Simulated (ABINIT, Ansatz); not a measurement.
# Converging GW for Ga2O3 (C2/m) in ABINIT

Wanted: a converged G0W0 gap of Ga2O3 (C2/m), or an estimate of the limit.

Main program and level: ABINIT 10.8.3; PBE and many-body steps on it, plane waves.

## 1. The starting structure

It takes space group C2/m (No. 12, monoclinic). Conventional cell: a = 12.214 Å, b = 3.037 Å, c = 5.798 Å, α = 90.00°, β = 103.83°, γ = 90.00°. Ga has 4 O at 1.83 to 1.86 Å nearest. Nearest to Ga lie 6 O at 1.94 to 2.07 Å. O has 3 Ga at 1.83 to 1.94 Å nearest. Nearest to O lie 4 Ga at 1.86 to 2.07 Å. Nearest to O lie 3 Ga at 1.83 to 1.94 Å. Farther neighbours and most contacts between anions are not listed.

The cell and positions come from the Crystallography Open Database and are kept as given unless a step says otherwise.

## 2. Empty states on the mesh, 4×4×2 mesh, 216 bands

This step: ABINIT 10.8.3; DFT, PBE, plane waves, norm-conserving pseudopotentials.

The sums over transitions need many empty states on a uniform mesh; this step solves for them.

Input file run.abi:

```
acell 3*1.0 Angstrom
rprim 
  6.107000000000 -1.518550000000 0.000000000000
  6.107000000000 1.518550000000 0.000000000000
  -1.385988895900 0.000000000000 5.630008738000
ntypat 2
znucl 31 8
natom 10
typat 1 1 1 1 2 2 2 2 2 2
xred 
  0.090500000000 0.090500000000 0.794600000000
  0.909500000000 0.909500000000 0.205400000000
  0.658660000000 0.658660000000 0.314020000000
  0.341340000000 0.341340000000 0.685980000000
  0.164500000000 0.164500000000 0.109800000000
  0.835500000000 0.835500000000 0.890200000000
  0.173300000000 0.173300000000 0.563200000000
  0.826700000000 0.826700000000 0.436800000000
  0.495900000000 0.495900000000 0.256600000000
  0.504100000000 0.504100000000 0.743400000000
pp_dirpath "pseudos"
pseudos "Ga.upf, O.upf"
ecut 45
ngkpt 4 4 2
nshiftk 1
shiftk 0 0 0
kptopt 1
chksymbreak 0
iscf -2
irdden 1
istwfk *1
nband 216
nbdbuf 18
tolwfr 1e-09
nstep 60
prtvol 0
indata_prefix "in"
outdata_prefix "out"
tmpdata_prefix "tmp"
```

The run is started by

```
$ OMP_NUM_THREADS=1 mpirun -n 4 abinit run.abi > log
```

Numbers of over 12 decimals in the logs are rounded to 6 here.

Log:

```text
.Version 10.8.3 of ABINIT. v10.8.2 released Aug 2026.

 Symmetries : space group C2/m (# 12); Bravais mC (1-face-center monocl.)
[... echo of the input left out ...]
== DATASET  1 ==================================================================
-   mpi_nproc: 4, omp_nthreads: 1 (-1 if OMP is not activated)

--- !DatasetInfo
iteration_state: {dtset: 1, }
dimensions: {natom: 10, nkpt: 14, mband: 216, nsppol: 1, nspinor: 1, nspden: 1, mpw: 10196, }
cutoff_energies: {ecut:  45.0, pawecutdg:  -1.0, }
[...]
2.54907    2.55964    2.59685    2.61027    2.61248    2.61551    2.62530    2.63375
   2.63490    2.68371    2.68565    2.71272    2.72689    2.73299    2.75085    2.77869
 prteigrs : prtvol=0 or 1, do not print more k-points.

== END DATASET(S) ==============================================================
================================================================================

 -outvars: echo values of variables after computation  --------
            nband         216
             nkpt          14
          spgroup          12
 [... the other variables as echoed above ...]

 Calculation completed.
```

Wall time 6.6 min (4 MPI ranks of Arm Neoverse V2, shared host); peak memory 0.88 GiB; 27 min of CPU time.

This step gave:

```yaml
gap: 2.462 eV
k_of_the_valence_top: 0.5, 0.5, 0.5
k_of_the_conduction_bottom: 0, 0, 0
least_direct_gap: 2.480 eV
k_points_computed: 14
lowest_point_of_the_top_converged_band_above_the_valence_top: 63.2205 eV
```

On this mesh the gap is 2.462 eV.

The density comes from a self-consistent run that is not shown.

## 3. Screening, 4×4×2 mesh, 77 bands, screening to 51.7 eV

The RPA dielectric matrix is built and inverted for each q.

This step: RPA screening on PBE, plane waves, norm-conserving pseudopotentials.

Changes to run.abi since step 2:

```diff
@@ -28,10 +28,11 @@
 chksymbreak 0
-iscf -2
-irdden 1
 istwfk *1
-nband 216
-nbdbuf 18
-tolwfr 1e-09
-nstep 60
-prtvol 0
+occopt 1
+irdwfk 1
+optdriver 3
+nband 77
+ecuteps 1.9
+inclvkb 2
+awtr 1
+symchi 1
 indata_prefix "in"
```

Log:

```text
.Version 10.8.3 of ABINIT. v10.8.2 released Aug 2026.

 Symmetries : space group C2/m (# 12); Bravais mC (1-face-center monocl.)
[... echo of the input left out ...]
== DATASET  1 ==================================================================
-   mpi_nproc: 4, omp_nthreads: 1 (-1 if OMP is not activated)

--- !DatasetInfo
iteration_state: {dtset: 1, }
dimensions: {natom: 10, nkpt: 14, mband: 77, nsppol: 1, nspinor: 1, nspden: 1, mpw: 10196, }
cutoff_energies: {ecut:  45.0, pawecutdg:  -1.0, }
electrons: {nelect:   1.20000000E+02, charge:   0.00000000E+00, occopt:   1.00000000E+00, tsmear:   1.00000000E-02, }

 SCREENING: Calculation of the susceptibility and dielectric matrices

 Based on a program developped by R.W. Godby, V. Olevano, G. Onida, and L. Reining.
 Incorporated in ABINIT by V. Olevano, G.-M. Rignanese, and M. Torrent.
.Using double precision arithmetic ; gwpc =  8

[... cell and pseudopotentials left out ...]
--------------------------------------------------------------------------------

 ==== K-mesh for the wavefunctions ====
 Number of points in the irreducible wedge :    14
[... list of points left out ...]
 Together with  4 symmetry operations and time-reversal symmetry
 yields    32 points in the full Brillouin Zone.

 ==== Q-mesh for the screening function ====
 Number of points in the irreducible wedge :    14
[... list of points left out ...]
 Together with  4 symmetry operations and time-reversal symmetry
 yields    32 points in the full Brillouin Zone.

 setmesh: FFT mesh size selected  =    45x   45x   40
          total number of points  =        81000

 vcoul_init : cutoff-mode = AUXILIARY_FUNCTION
 q-points for optical limit:   1
     1)      0.000010    0.000020    0.000030

- screening: taking advantage of time-reversal symmetry
- Maximum band index for partially occupied states nbvw = 60
- Remaining bands to be divided among processors   nbcw = 17
- Number of bands treated by each node ~4

 Number of electrons calculated from density =  120.0000; Expected =  120.0000
 average of density, n =  0.170290
 r_s =    1.1192
 omega_plasma =   39.8061 [eV]

 calculating chi0 at frequencies [eV] :
  1    0.000000E+00    0.000000E+00
  2    0.000000E+00    3.980612E+01

--------------------------------------------------------------------------------
  q-point number  1        q = ( 0.000000, 0.000000, 0.000000) [r.l.u.]
--------------------------------------------------------------------------------
[... chi0 elements left out ...]
 For q-point:  0.000010 0.000020 0.000030
  dielectric constant =   3.8567
  dielectric constant without local fields =   3.9149

  Average fulfillment of the sum rule on Im[epsilon] for q-point    1 :      9.39  [%]
[... wings left out ...]
  q-point number  2        q = ( 0.250000, 0.000000, 0.000000) [r.l.u.]
--------------------------------------------------------------------------------
[... chi0 elements left out ...]
  Average fulfillment of the sum rule on Im[epsilon] for q-point    2 :     12.47  [%]

 [... 12 further q-points ...]
```

The job ended after 2.4 min (4 MPI ranks; peak memory 5.9 GiB).

This step gave:

```yaml
eps_infinity_with_local_fields_on_this_mesh_along_the_program_s_q_direction: 3.857
the_same_without_local_fields: 3.915
plasma_frequency: 39.81 eV
plane_waves_in_the_screening_matrix: 91
```

Local fields lower ε∞ by 1 %. On a Γ-centred mesh this coarse the value itself is usually too large, while a short band sum pulls it down.

## 4. 77 bands, 51.7 eV

The self-energy is evaluated for the states that the input lists, and the levels follow from it, in one-shot runs by the linearised quasiparticle equation.

This step: G0W0 on PBE, plane waves, norm-conserving pseudopotentials.

Changes to run.abi since step 3:

```diff
@@ -31,8 +31,17 @@
 irdwfk 1
-optdriver 3
+optdriver 4
 nband 77
+gwcalctyp 0
+ecutsigx 45
+symsigma 1
+nkptgw 2
+kptgw 
+  0.5000000000 0.5000000000 0.5000000000
+  0.0000000000 0.0000000000 0.0000000000
+bdgw 
+  59 62
+  59 62
 ecuteps 1.9
-inclvkb 2
-awtr 1
-symchi 1
+irdscr 1
+ppmodel 1
 indata_prefix "in"
```

Log:

```text
.Version 10.8.3 of ABINIT. v10.8.2 released Aug 2026.

 Symmetries : space group C2/m (# 12); Bravais mC (1-face-center monocl.)
[... echo of the input left out ...]
== DATASET  1 ==================================================================
-   mpi_nproc: 4, omp_nthreads: 1 (-1 if OMP is not activated)

--- !DatasetInfo
iteration_state: {dtset: 1, }
dimensions: {natom: 10, nkpt: 14, mband: 77, nsppol: 1, nspinor: 1, nspden: 1, mpw: 10196, }
cutoff_energies: {ecut:  45.0, pawecutdg:  -1.0, }
electrons: {nelect:   1.20000000E+02, charge:   0.00000000E+00, occopt:   1.00000000E+00, tsmear:   1.00000000E-02, }

 SIGMA: Calculation of the GW corrections

 Based on a program developped by R.W. Godby, V. Olevano, G. Onida, and L. Reining.
 Incorporated in ABINIT by V. Olevano, G.-M. Rignanese, and M. Torrent.
.Using double precision arithmetic ; gwpc =  8

[... cell and pseudopotentials left out ...]
--------------------------------------------------------------------------------

 ==== K-mesh for the wavefunctions ====
 Number of points in the irreducible wedge :    14
[... list of points left out ...]
 Together with  4 symmetry operations and time-reversal symmetry
 yields    32 points in the full Brillouin Zone.

 ==== Q-mesh for screening function ====
 Number of points in the irreducible wedge :    14
[... list of points left out ...]
 Together with  4 symmetry operations and time-reversal symmetry
 yields    32 points in the full Brillouin Zone.

 vcoul_init : cutoff-mode = AUXILIARY_FUNCTION
 q-points for optical limit:   1
     1)      0.000010    0.000020    0.000030
 setmesh: FFT mesh size selected  =    72x   72x   72
          total number of points  =       373248

 Number of electrons calculated from density =  120.0000; Expected =  120.0000
 average of density, n =  0.170290
 r_s =    1.1192
 omega_plasma =   39.8061 [eV]

 === KS Band Gaps ===
  >>>> For spin  1
   Minimum direct gap =   2.4800 [eV], located at k-point      :   0.0000  0.0000  0.0000
   Fundamental gap    =   2.4620 [eV], Top of valence bands at :   0.5000  0.5000  0.5000
                                       Bottom of conduction at :   0.0000  0.0000  0.0000
 SIGMA fundamental parameters:
 PLASMON POLE MODEL  1
 number of plane-waves for SigmaX                10161
 number of plane-waves for SigmaC and W             91
 number of plane-waves for wavefunctions         10161
 number of bands                                    77
 number of independent spin polarizations            1
 number of spinorial components                      1
 number of k-points in IBZ                          14
 number of q-points in IBZ                          14
 number of symmetry operations                       4
 number of k-points in BZ                           32
 number of q-points in BZ                           32
 number of frequencies for dSigma/dE                 9
 frequency step for dSigma/dE [eV]                0.25
 number of omega for Sigma on real axis              0
 max omega for Sigma on real axis  [eV]           0.00
 zcut for avoiding poles [eV]                     0.10

 EPSILON^-1 parameters (SCR file):
 dimension of the eps^-1 matrix on file             91
 dimension of the eps^-1 matrix used                91
 number of plane-waves for wavefunctions         10161
 number of bands                                    77
 number of q-points in IBZ                          14
 number of frequencies                               2
 number of real frequencies                          1
 number of imag frequencies                          1

 matrix elements of self-energy operator (all in [eV])

 Perturbative Calculation

--- !SelfEnergy_ee
iteration_state: {dtset: 1, }
kpoint     : [   0.500,    0.500,    0.500, ]
spin       : 1
KS_gap     :    5.235
QP_gap     :    8.074
Delta_QP_KS:    2.839
data: !SigmaeeData |
     Band     E0 <VxcDFT>   SigX SigC(E0)      Z dSigC/dE  Sig(E)    E-E0       E
       59   4.569 -20.571 -26.474   5.059   0.782  -0.278 -21.232  -0.660   3.908
       60   5.156 -20.427 -26.459   5.203   0.780  -0.282 -21.073  -0.646   4.509
       61  10.391 -16.867 -11.909  -2.323   0.832  -0.202 -14.675   2.192  12.583
       62  10.522 -16.255 -11.224  -2.409   0.831  -0.204 -14.077   2.178  12.700

--- !SelfEnergy_ee
iteration_state: {dtset: 1, }
kpoint     : [   0.000,    0.000,    0.000, ]
spin       : 1
KS_gap     :    2.480
QP_gap     :    4.754
Delta_QP_KS:    2.274
data: !SigmaeeData |
     Band     E0 <VxcDFT>   SigX SigC(E0)      Z dSigC/dE  Sig(E)    E-E0       E
       59   4.876 -20.620 -26.337   4.939   0.783  -0.277 -21.229  -0.609   4.267
       60   5.138 -20.974 -26.969   5.161   0.783  -0.278 -21.626  -0.652   4.485
       61   7.618 -15.106 -10.903  -2.286   0.846  -0.183 -13.485   1.622   9.239
       62  10.904 -15.896 -10.511  -2.563   0.835  -0.198 -13.540   2.356  13.260

== END DATASET(S) ==============================================================
================================================================================

 -outvars: echo values of variables after computation  --------
           etotal      0.0000000000E+00
            nband          77
             nkpt          14
          spgroup          12
 [... the other variables as echoed above ...]

 Calculation completed.
```

Run time: 15 s. Hardware: 4 MPI ranks; peak memory 5.8 GiB.

This step gave:

```yaml
g0w0_gap_on_the_points_computed: 4.73 eV
starting_gap_on_the_mesh: 2.462 eV
k_of_the_valence_top: 0.5, 0.5, 0.5
k_of_the_conduction_bottom: 0, 0, 0
z_at_the_valence_top: 0.78
z_at_the_conduction_bottom: 0.846
least_direct_g0w0_gap_on_the_computed_points: 4.754 eV
```

The gap on the mesh goes from 2.46 eV to 4.73 eV, a correction of +2.27 eV.

## 5. Screening, 4×4×2 mesh, 116 bands, screening to 98 eV

This step: RPA screening on PBE, plane waves, norm-conserving pseudopotentials.

Changes to run.abi since step 4:

```diff
@@ -31,17 +31,8 @@
 irdwfk 1
-optdriver 4
-nband 77
-gwcalctyp 0
-ecutsigx 45
-symsigma 1
-nkptgw 2
-kptgw 
-  0.5000000000 0.5000000000 0.5000000000
-  0.0000000000 0.0000000000 0.0000000000
-bdgw 
-  59 62
-  59 62
-ecuteps 1.9
-irdscr 1
-ppmodel 1
+optdriver 3
+nband 116
+ecuteps 3.6
+inclvkb 2
+awtr 1
+symchi 1
 indata_prefix "in"
```

Log:

```text
.Version 10.8.3 of ABINIT. v10.8.2 released Aug 2026.

 Symmetries : space group C2/m (# 12); Bravais mC (1-face-center monocl.)
[... echo of the input left out ...]
== DATASET  1 ==================================================================
-   mpi_nproc: 4, omp_nthreads: 1 (-1 if OMP is not activated)

--- !DatasetInfo
iteration_state: {dtset: 1, }
dimensions: {natom: 10, nkpt: 14, mband: 116, nsppol: 1, nspinor: 1, nspden: 1, mpw: 10196, }
cutoff_energies: {ecut:  45.0, pawecutdg:  -1.0, }
electrons: {nelect:   1.20000000E+02, charge:   0.00000000E+00, occopt:   1.00000000E+00, tsmear:   1.00000000E-02, }

 SCREENING: Calculation of the susceptibility and dielectric matrices

 Based on a program developped by R.W. Godby, V. Olevano, G. Onida, and L. Reining.
 Incorporated in ABINIT by V. Olevano, G.-M. Rignanese, and M. Torrent.
.Using double precision arithmetic ; gwpc =  8

[... cell and pseudopotentials left out ...]
--------------------------------------------------------------------------------

 ==== K-mesh for the wavefunctions ====
 Number of points in the irreducible wedge :    14
[... list of points left out ...]
 Together with  4 symmetry operations and time-reversal symmetry
 yields    32 points in the full Brillouin Zone.

 ==== Q-mesh for the screening function ====
 Number of points in the irreducible wedge :    14
[... list of points left out ...]
 Together with  4 symmetry operations and time-reversal symmetry
 yields    32 points in the full Brillouin Zone.

 setmesh: FFT mesh size selected  =    45x   45x   45
          total number of points  =        91125

 vcoul_init : cutoff-mode = AUXILIARY_FUNCTION
 q-points for optical limit:   1
     1)      0.000010    0.000020    0.000030

- screening: taking advantage of time-reversal symmetry
- Maximum band index for partially occupied states nbvw = 60
- Remaining bands to be divided among processors   nbcw = 56
- Number of bands treated by each node ~14

 Number of electrons calculated from density =  120.0000; Expected =  120.0000
 average of density, n =  0.170290
 r_s =    1.1192
 omega_plasma =   39.8061 [eV]

 calculating chi0 at frequencies [eV] :
  1    0.000000E+00    0.000000E+00
  2    0.000000E+00    3.980612E+01

--------------------------------------------------------------------------------
  q-point number  1        q = ( 0.000000, 0.000000, 0.000000) [r.l.u.]
--------------------------------------------------------------------------------
[... chi0 elements left out ...]
 For q-point:  0.000010 0.000020 0.000030
  dielectric constant =   4.1019
  dielectric constant without local fields =   4.2744

  Average fulfillment of the sum rule on Im[epsilon] for q-point    1 :     21.38  [%]
[... wings left out ...]
  q-point number  2        q = ( 0.250000, 0.000000, 0.000000) [r.l.u.]
--------------------------------------------------------------------------------
[... chi0 elements left out ...]
  Average fulfillment of the sum rule on Im[epsilon] for q-point    2 :     24.49  [%]

 [... 12 further q-points ...]
```

Elapsed: 8 min, on 4 MPI ranks; peak memory 7.1 GiB; 32 min of CPU time.

Numbers from this step:

```yaml
eps_infinity_with_local_fields_on_this_mesh_along_the_program_s_q_direction: 4.102
the_same_without_local_fields: 4.274
plasma_frequency: 39.81 eV
plane_waves_in_the_screening_matrix: 229
```

[end of part 1 of 2]

[Paths, hosts, dates, memory and timing lines, banners, echoed tables and standing remarks are left out of the program output.]

[Logs are printed without paths, hosts, clocks, repeated set-up lines and the standing remarks that a program may print on its own settings, such as how far it seeks lower states.]

[Runs of the session that timed out or met a known fault of the program may be left out.]

[Hosts, paths, dates, database ids (printed as entryN), source tags and the programs' standing remarks are cut or masked in the printed files.]

[G0W0 gaps are taken among the corrected bands and points alone; a level outside them can change the order at an edge.]

[Where Ansatz stands beside ABINIT at settings called matched, ABINIT's density can come from a denser mesh and the files from another edition; pairs whose starting gaps differed by over 0.03 eV were left out, so agreement reads better than it is.]
